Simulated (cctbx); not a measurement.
## Which space group?

Cell: a = 5.1110 Å, b = 5.1110 Å, c = 5.1110 Å, α = 90.00°, β = 90.00°, γ = 90.00°. Expected content of the cell: Cu8 V1 S3.

Simulated single-crystal data (cctbx): Ag Kα, λ = 0.56087 Å, to d = 0.84 Å, 95 % of the full sphere, strongest reflection 5000 counts, noise from counting, a 4 % proportional error and a noise floor of 8 counts (s.d.); no absorption.

A first pass over the reflections prints:

```text
901 reflections to d = 0.840 A
centring   violations  <I/sigma> of those
    A        115 of   438      3.0
    B        114 of   440      2.9
    C        123 of   438      3.0
    I        291 of   463      5.8
    R        267 of   609      5.2
    F        176 of   658      3.0
Laue class    unique    Rint  (classes that these axes allow; Friedel mates merged)
P -1              474   0.045
P 1 2/m 1         270   0.052
P 1 1 2/m         270   0.051
P 2/m 1 1         270   0.052
P m m m           168   0.055
P 4/m             138   0.056
P 4/m m m          97   0.057
R -3 :R           160   0.056
R -3 m :R         103   0.058
P m -3             58   0.059
P m -3 m           42   0.060
space group    extra absences  I>4sigma  <I/sigma>
P 4 3 2                 0          0         -  acentric
P -4 3 m                0          0         -  acentric
P m -3 m                0          0         -  centric
Wilson B = 1.07 A^2   <|E^2-1|> = 0.854 (0.968 centric, 0.736 acentric)   E^2>4: 2.5 %
shell (A)         n   <I/sigma>
 5.11 - 1.21     17     30.3
 1.21 - 0.96     13     25.5
 0.96 - 0.84     12     23.2
```

**Question.** What are the lattice type, the Laue class and the likely space group?

Every centring test has many violations, so the lattice is primitive.

Rint stays low (0.045 to 0.060) up to P m -3 m, the highest class in these axes.

3 settings pass the absence test. No glide or screw absences show, which leaves P 4 3 2, P -4 3 m and P m -3 m.

⟨|E²−1|⟩ = 0.854 lies between the two ideal values. The Wilson B of 1.07 Å² means U ≈ 0.0136 Å².

The true group is Pm-3m (no. 221), Laue class m-3m, centrosymmetric. The tables only narrow the choice to the tied entries; cell content, site symmetry and trial solutions must settle it.

The model is made up (kin elements in a known structure type, no relaxation), so it says nothing on whether the phase exists.

[Logs are printed without paths, hosts, clocks, repeated set-up lines and the standing remarks that a program may print on its own settings, such as how far it seeks lower states.]
